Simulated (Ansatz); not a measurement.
# SbP (model cell, started as CsCl type): phonons and vibrational spectra, part 2 of 2

Wanted: vibrations and spectra of SbP (model cell, started as CsCl type); the cell is already relaxed. After the zone centre comes a 4×4×4 q mesh on a 12×12×12 k mesh.

Ansatz 0.2.0; DFT PBEsol, scalar-relativistic, plane waves, PAW.

So far. Step 2 (Linear response at the zone centre): Before it was imposed, the acoustic sum rule was missed by 2.0e-5 eV/Å². Small misses are needed for a sound result but don't prove that mesh and cutoff are converged. The lowest optical mode is imaginary, 45.1i cm⁻¹, so the energy falls along it.

The structure was built from a prototype and need not be the compound's stable phase.

## Step 3: The dispersion

Stability and thermal properties need the whole zone. Linear response on a 4×4×4 q mesh gives force constants as far as a supercell of that size would.

Contents of input.yaml:

```yaml
crystal:
  lattice:
    - [3.4073349826, 0.0, 0.0]
    - [0.0, 3.4073349826, 0.0]
    - [0.0, 0.0, 3.4073349826]
  atoms:
    - { symbol: Sb, position: [0.0, 0.0, 0.0] }
    - { symbol: P, position: [0.5, 0.5, 0.5] }
kpoints:
  mp_grid: { grid: [12, 12, 12] }
hamiltonian:
  xc: pbesol
scf:
  occupations: { method: methfessel_paxton, width: 0.15 }
output:
  eigenvalues: true
phonons:
  method: dfpt
  qmesh: [4, 4, 4]
  temperatures: { t_max: 1000, t_step: 50 }
  qpath:
    path:
      - [[0.0, 0.0, 0.0], [0.0, 0.5, 0.0], [0.5, 0.5, 0.0], [0.0, 0.0, 0.0], [0.5, 0.5, 0.5], [0.0, 0.5, 0.0]]
      - [[0.5, 0.5, 0.5], [0.5, 0.5, 0.0]]
    npoints: 10
```

Command:

```sh
$ ansatz run input.yaml --threads 4 --pin off --max-ram 7168MiB --backend cpu --events-out ev --progress --plain --runs-dir out
```

Numbers of over 12 decimals in the logs are rounded to 6 here.

What it wrote:

```text
[...]
Crystal: 2 atoms, lattice volume = 39.559 Å³
Basis set: ecut = 420 eV, 751 PW (Γ), exchange–correlation on 48×48×48 points (8 copies of the dense FFT grid, shifted against one another)
Bands: 14, of which v1, the nominal top of the filled ones, is band 10 counted from 1 (9 counted from 0)
Symmetry: 48 space group operations
k-points: 84 of 1728
[...]
SCF iter   1: F=—  HF=-7147.366550 eV  |F-HF|=—  |Δ(HF+E_count)|=         —  Δρ=7.32e-3  dr2=4.40e-2  ethr=1.77e-3  ⟨swp⟩=5.4  Hψ=6776  notcnv=0
[...]
SCF iter   9: F=-7147.353575 eV  HF=-7147.353575 eV  |F-HF|=9.09e-13  |Δ(HF+E_count)|=  5.46e-12  S|Δr|=    0.00e0  Δρ=1.85e-8  dr2=1.46e-13  ethr=1.00e-12  ⟨swp⟩=8.0  Hψ=6127  notcnv=0
SCF 1 converged in 9 iterations: F = -7147.353575 eV  dr2 = 1.46e-13
[...]
iter 1 solved again at ethr=7.73e-8 eV; its pass at ethr=3.10e-3 eV (dr2=1.55e-5 eV) is discarded
SCF iter   1: F=—  HF=-7147.353576 eV  |F-HF|=—  |Δ(HF+E_count)|=         —  Δρ=6.76e-7  dr2=9.65e-11  ethr=7.73e-8  ⟨swp⟩=3.8  Hψ=10525  notcnv=0
eigensolver tolerance schedule: the retry pair's looser diagonalisation over-reported the residual by 160259.94 of it (diagonalisation noise at an unbounded share of the residual, at the tolerance the schedule requests for it); recorded, not acted on — ethr = c·dr2/N_el stays at c = 1.0e-1
[...]
SCF iter   2: F=—  HF=-7147.353575 eV  |F-HF|=—  |Δ(HF+E_count)|=   5.41e-7  S|Δr|=    0.00e0  Δρ=5.36e-7  dr2=6.80e-11  ethr=1.00e-12  ⟨swp⟩=3.3  Hψ=2717  notcnv=0
[...]
SCF iter   4: F=-7147.353575 eV  HF=-7147.353575 eV  |F-HF|=9.09e-12  |Δ(HF+E_count)|=  7.28e-12  S|Δr|=    0.00e0  Δρ=1.42e-7  dr2=3.96e-12  ethr=1.00e-12  ⟨swp⟩=4.3  Hψ=3618  notcnv=0
SCF 2 converged in 4 iterations: F = -7147.353575 eV  dr2 = 3.96e-12
phonons: the bands overlap, so this run is a metal and interpolates without the dipole-dipole term. If the crystal is really an insulator or semiconductor, its LO-TO splitting is missing
NSCF: frozen V_eff on 84 k-points
WARN: eigensolver did not converge in 3 slots of this pass, the one above among them; of largest residual over every band (k=81): 1 band(s) unlocked (lowest unlocked band 13, counted from 0; max residual 3.14e-5 eV among the unlocked bands, 3.14e-5 eV over every band); of lowest unlocked band (k=81): band 13
[...]
DFPT response loops at q = (0, 0, 0) (fractional): preconditioner auto → Kerker (q_TF=auto, 2.435 Å⁻¹) (partly filled bands, converged f_vac=0.000); β = 1.00, the filter's whole step (`scf.mixing.beta` (0.50) is not read by the response loops under this deck's `scf.mixing.preconditioner`; to damp them name `kerker` or `kerker_dos`, under which they read `scf.mixing.beta`, and type it under 1.00, their step now; both keys bind the ground state too); Broyden in place of MSR1
[...]
SCF converged after 9 iterations
[...]
Free energy (F): -7147.353575 eV
[...]
Internal energy: -7147.353937 eV  (E = F + TS)
E sigma→0 (E₀):  -7147.353665 eV
Entropy (-TS):   0.000362 eV (0.181 meV/atom)
Fermi energy:    11.929160 eV
[...]
--- Band table (eV; the first three rows and the last of 84) ---
  k-point 0: bands = [... 6 lower, 6.9155, 9.6852, 9.6852, 9.6852, 14.9456, 14.9456, 18.5027, 18.5027]
  k-point 1: bands = [... 6 lower, 6.4993, 9.7283, 9.7716, 9.7716, 15.0222, 15.4907, 18.1563, 18.1733]
  k-point 2: bands = [... 6 lower, 5.4795, 9.9138, 10.0284, 10.0284, 15.2511, 16.4087, 17.3301, 17.3301]
  k-point 83: bands = [... 6 lower, 5.0699, 8.5798, 8.5798, 8.5798, 8.7281, 8.7281, 8.7281, 28.0563]
--- Phonons (Γ-DFPT): 2 representative perturbations + reference (Σ response iterations 5) ---
  ASR residual: 2.507e-5 → 0.000e0 eV/Å²; symmetrization residual: 5.521e-6 eV/Å²
  ASR residual per site (eV/Å²): 1.69e-5 2.51e-5
  Γ frequencies (cm⁻¹): -45.15 -45.15 -45.15 0.00 0.00 0.00
--- Phonons (arbitrary-q DFPT): 10 irreducible q on the 4×4×4 mesh ---
  q = [0.0000, 0.0000, 0.0000] (star 1, of the zone-centre solve; hermiticity 5.96e-5, symmetrization 1.18e-10): -45.15 -45.15 -45.15 -0.00 -0.00 0.00
  q = [0.0000, 0.0000, 0.2500] (star 6, 4 solved perturbations in 1848 linear systems a pass and spin channel, the states on 588 of 1728 k-point pairs; hermiticity 6.48e-6, symmetrization 2.11e-12): -82.89 -82.89 38.33 38.33 55.53 114.69
[...]
q = [0.0000, 0.2500, -0.5000] (star 12, 6 solved perturbations on 588 of 1728 k-point pairs; hermiticity 3.03e-6, symmetrization 6.87e-9): -112.27 -45.45 63.75 94.07 114.13 154.09
[...]
sum rule: each row above includes the acoustic sum rule's correction from the zone centre's row sums; it moved no ω² by more than (0.47 cm⁻¹)²
  mesh force constants: q→R imaginary residual 6.77e-19; ASR residual 2.507e-5 → 0.000e0 eV/Å²; symmetrization residual 1.776e-15 eV/Å²
  interpolated dispersion: 62 rows × 6 modes
  density of states and harmonic sums: on the 20×20×20 q-mesh, interpolated from the force constants of a 4×4×4 supercell (no non-analytic term)
  largest difference from the sums on the solved wave vectors: F 1.02e-2 eV, S 2.06e-5 and C_V 1.03e-5 eV/K
  zero-point energy: 0.025650 eV/cell   skipped modes (ω ≤ 0): 419, of them read as no rigid motion or as one in doubt: 416 (1.432e0 modes/cell left out, lowest -150.84 cm⁻¹)   left out of the sums: 2.39e-1 of the cell's modes: C_V's classical limit lies that fraction below 3 k_B per atom; for a crystal, a wire or a layer, F and S can be off by more, and a phonons.interpolated_qmesh denser along its periods is the remedy for the sampling
```

It took 2.5 min on 4 threads of Arm Neoverse V2, shared host; peak memory 1.6 GiB; 9.6 min of CPU time.

This step gave:

```
sum-rule residual before enforcement                    : 2.51e-5 eV/Å²
lowest frequency on the path                            : -150.8 cm⁻¹
highest frequency on the path or at a solved wavevector : 196 cm⁻¹
lowest mode on the q mesh (acoustic modes at Γ apart)   : -150.8 cm⁻¹
```

Frequencies (cm⁻¹) solved at each irreducible wavevector; negative means imaginary. Frequencies by wavevector, by row:

```
q in reciprocal lattice units  star  mode 1  mode 2  mode 3  mode 4  mode 5  mode 6
                        0 0 0     1   -45.1   -45.1   -45.1       0       0       0
                     0 0 0.25     6   -82.9   -82.9    38.3    38.3    55.5   114.7
                     0 0 -0.5     3   -29.7   -29.7   -17.2   -17.2   131.5     196
                  0 0.25 0.25    12   -82.7   -80.2    19.8    68.1    70.2   143.8
                  0 0.25 -0.5    12  -112.3   -45.5    63.8    94.1   114.1   154.1
                  0 -0.5 -0.5     3  -150.8   -72.5    50.7    50.7    80.6    80.6
               0.25 0.25 0.25     8    58.2    70.2    70.2    95.5   108.7   108.7
               0.25 0.25 -0.5    12    39.6    71.2    78.5     105   135.9   150.4
               0.25 -0.5 -0.5     6    48.5    91.2    91.2    96.9   122.2   122.2
               -0.5 -0.5 -0.5     1   105.3   105.3   105.3   181.8   181.8   181.8
```

Interpolated from a 4×4×4 q mesh. The phonon branches at the labelled points (cm⁻¹):

```
    point  branch 1  branch 2  branch 3  branch 4  branch 5  branch 6
        Γ       -45       -45       -45         0         0         0
  halfway       -83       -83        38        38        56       115
        X       -30       -30       -17       -17       132       196
  halfway      -112       -46        64        94       114       154
        M      -151       -72        51        51        81        81
  halfway       -83       -80        20        68        70       144
        Γ       -45       -45       -45         0         0         0
  halfway        58        70        70        96       109       109
        R       105       105       105       182       182       182
  halfway        40        71        78       105       136       150
        X       -30       -30       -17       -17       132       196
jump to R       105       105       105       182       182       182
  halfway        48        91        91        97       122       122
        M      -151       -72        51        51        81        81
```

The phonon branches as a text plot (rows in cm⁻¹):

```
    189 |      ****                           **       ***
    174 |          *                         *  **    *   *
    160 |     *                            **    **  *     *
    145 |    *            ****              *     ***       *
    131 |      **** *                    **       * *  ***  *
    117 |   *      * *   *    *            *         **      *
    102 |     *     *                  **** *********     ****
     88 |    *     ********    *     **  ****    ***  *    * ****
     73 |         * *** *  ***      *  **  *      * **      * *
     59 |  **      *    **    * *    ** ***        *  **       **
     44 | * ***   *    *  *    *    ****            *  *     *
     30 |  *   *              **** **                *
     15 |**                  *   * *                 *  *
      1 |        *                *
    -14 |       **              *                     ****
    -28 |       * *        **      *   *              *  *
    -42 |***   * * *       **    **                    **     *
    -57 | *         **   **      * *                           *
    -71 |  *  *   *   ***     ***                               *
    -86 |   **               *  *   ***                       *
   -100 |          *       ** **
   -115 |                 *
   -129 |           *                                          *
   -144 |            *****                                      *
         Γ      X      M          Γ            R        X|R     M
```

Tetrahedra on a 20×20×20 mesh, mean over bins of 5 cm-1. Interpolated from a 4×4×4 q mesh. Table of phonon density of states by wavenumber; read off at these points:

```
wavenumber (cm⁻¹)  phonon density of states (1/cm⁻¹/cell)
             -152                                  1.0e-5
             -138                                 0.00192
             -118                                 0.00305
             -102                                 0.00412
              -88                                  0.0138
              -78                                  0.0272
              -68                                  0.0171
              -52                                  0.0144
              -38                                  0.0127
              -18                                 0.00868
               -2                                 0.00646
               12                                 0.00827
               32                                  0.0256
               38                                  0.0303
               48                                  0.0239
               62                                  0.0309
               82                                  0.0501
               92                                  0.0632
               98                                  0.0510
              112                                  0.0226
              132                                  0.0192
              142                                  0.0310
              148                                  0.0280
              162                                  0.0118
              182                                  0.0034
              198                                  1.0e-5
```

Phonopy on the run's constants, 17x17x17 mesh, Gaussian sigma 2.6 cm-1. Interpolated from a 4×4×4 q mesh. Partial phonon density of states against wavenumber; read off at these points; values in 1/cm⁻¹/cell:

```
wavenumber (cm⁻¹)        P       Sb
           -150.0   5.4e-4        0
           -140.0  0.00217        0
           -130.0  0.00248        0
           -120.0  0.00260   1.0e-5
           -110.0  0.00440   1.8e-5
           -100.0  0.00595   5.3e-4
            -90.0  0.00898  0.00169
            -80.0   0.0187  0.00489
            -78.3   0.0214  0.00592
            -70.0   0.0108  0.00523
            -60.0  0.00896  0.00697
            -50.0  0.00659  0.00832
            -40.0  0.00316  0.00816
            -30.0  0.00251  0.00929
            -27.1  0.00265   0.0104
            -20.0  0.00246  0.00882
            -10.0  0.00105  0.00141
              0.0   5.7e-4  0.00145
             10.0   8.6e-4  0.00468
             20.0  0.00354  0.00932
             30.0  0.00741   0.0179
             40.0  0.00702   0.0219
             50.0  0.00502   0.0162
             60.0   0.0104   0.0211
             70.0  0.00953   0.0221
             80.0   0.0183   0.0397
             82.3   0.0184   0.0384
             90.0   0.0173   0.0418
             91.6   0.0166   0.0440
            100.0   0.0141   0.0283
            110.0   0.0159  0.00860
            114.9   0.0172  0.00904
            120.0   0.0144  0.00705
            130.0   0.0159  0.00285
            140.0   0.0297  0.00151
            142.8   0.0328  0.00135
            150.0   0.0189   9.4e-4
            160.0   0.0179   8.8e-4
            170.0  0.00723   2.0e-4
            180.0  0.00445   1.1e-4
            190.0  0.00179   1.7e-5
            200.0   5.3e-5        0
            210.0        0        0
```

Second derivatives of the energy by pair, one row for each kind of neighbour of each atom listed. Each entry sums the pair over the periodic images of the supercell that the q mesh stands for, and in a polar crystal it holds the long-range dipole part too. Force constants by pair, by row:

```
atom  neighbour  distance (Å)  third of the trace (eV/Å²)  along the pair's line (eV/Å²)
 Sb1     itself             0                       1.983                              –
 Sb1          P         2.951                      0.1641                         0.1151
 Sb1         Sb         3.407                      -0.289                         -1.313
 Sb1         Sb         4.819                     -0.0031                        -0.0258
 Sb1          P          5.65                     -0.0164                        -0.0504
 Sb1         Sb         5.902                     -0.1537                        -0.4276
 Sb1         Sb         6.815                     -0.0204                         0.0401
 Sb1          P         7.426                       -0.04                        5.00e-4
  P2     itself             0                      0.9282                              –
  P2         Sb         2.951                      0.1641                         0.1151
  P2          P         3.407                     -0.2094                        -0.7769
  P2          P         4.819                      0.0424                         0.0055
  P2         Sb          5.65                     -0.0164                        -0.0504
  P2          P         5.902                     -0.1555                        -0.4107
  P2          P         6.815                     -0.0976                        -0.1949
  P2         Sb         7.426                       -0.04                        5.00e-4
```

Symmetry leaves 10 wavevectors to solve. The lowest mode among them, the acoustic zeros apart, lies at q = (0, -0.5, -0.5) and is imaginary, 150.8i cm⁻¹, so the energy falls along it.

## Step 4: Isotope substitution

An isotope changes the mass and not the force constants, so no new electronic calculation is needed; the shifts show which modes move this element.

The same force constants with the mass of Sb changed from 121.760 to 122.904 u (phonopy, no LO-TO term). Both lists are sorted by frequency; levels can cross, so a row need not hold one and the same mode. Modes under 3 cm⁻¹ are left out. Isotope shifts, by row:

```
          q  rank  natural mass (cm⁻¹)  changed mass (cm⁻¹)
      0 0 0     1               -45.15               -45.11
      0 0 0     2               -45.15               -45.11
      0 0 0     3               -45.15               -45.11
   0 0 0.25     1               -82.89               -82.79
   0 0 0.25     2               -82.89               -82.79
   0 0 0.25     3                38.33                 38.2
   0 0 0.25     4                38.33                 38.2
   0 0 0.25     5                55.53                55.36
   0 0 0.25     6                114.7                114.5
   0 0 -0.5     1               -29.74               -29.74
   0 0 -0.5     2               -29.74               -29.74
   0 0 -0.5     3               -17.21               -17.13
   0 0 -0.5     4               -17.21               -17.13
   0 0 -0.5     5                131.5                130.8
   0 0 -0.5     6                  196                  196
0 0.25 0.25     1               -82.68               -82.59
0 0.25 0.25     2               -80.17               -80.09
0 0.25 0.25     3                19.75                19.68
0 0.25 0.25     4                68.08                67.84
0 0.25 0.25     5                70.24                69.96
0 0.25 0.25     6                143.8                143.7
```

A mode of this element alone would shift by -0.47 %.

## Step 5: Summary of results

```
space group (within 0.01 Å)                             : Pm-3m
volume per atom                                         : 19.8 Å³
electronic character                                    : no gap on this mesh
highest optical mode at the zone centre (no LO-TO term) : -45.1 cm⁻¹
lowest optical zone-centre mode                         : -45.1 cm⁻¹
lowest mode on the q mesh (acoustic modes at Γ apart)   : -151 cm⁻¹
highest frequency on the path or at a solved wavevector : 196 cm⁻¹
imaginary modes on the 4×4×4 q mesh                     : yes
```

What this shows: Modes are clearly imaginary (beyond 10i cm⁻¹) at 6 of the 10 irreducible wavevectors, most at q = (0, -0.5, -0.5) (150.8i cm⁻¹), so this structure is not a minimum of the energy. The optical modes at Γ form one degenerate level at -45 cm⁻¹ (negative means imaginary). With no gap, or one that is small against the smearing, the frequencies hang on the k mesh and the smearing, most of all near Kohn anomalies. Spin-orbit coupling is left out, which can matter for the heavy elements here. A phonon run warned that its eigensolver left some bands unconverged in a pass. The starting cell was built on a prototype and not taken from a measurement, so the phase need not exist. These are harmonic frequencies at zero temperature: anharmonic shifts, linewidths and thermal expansion are left out.

[Logs are printed without paths, hosts, clocks, repeated set-up lines and the standing remarks that a program may print on its own settings, such as how far it seeks lower states.]

[Hosts, paths, dates, database ids (printed as entryN), source tags and the programs' standing remarks are cut or masked in the printed files.]
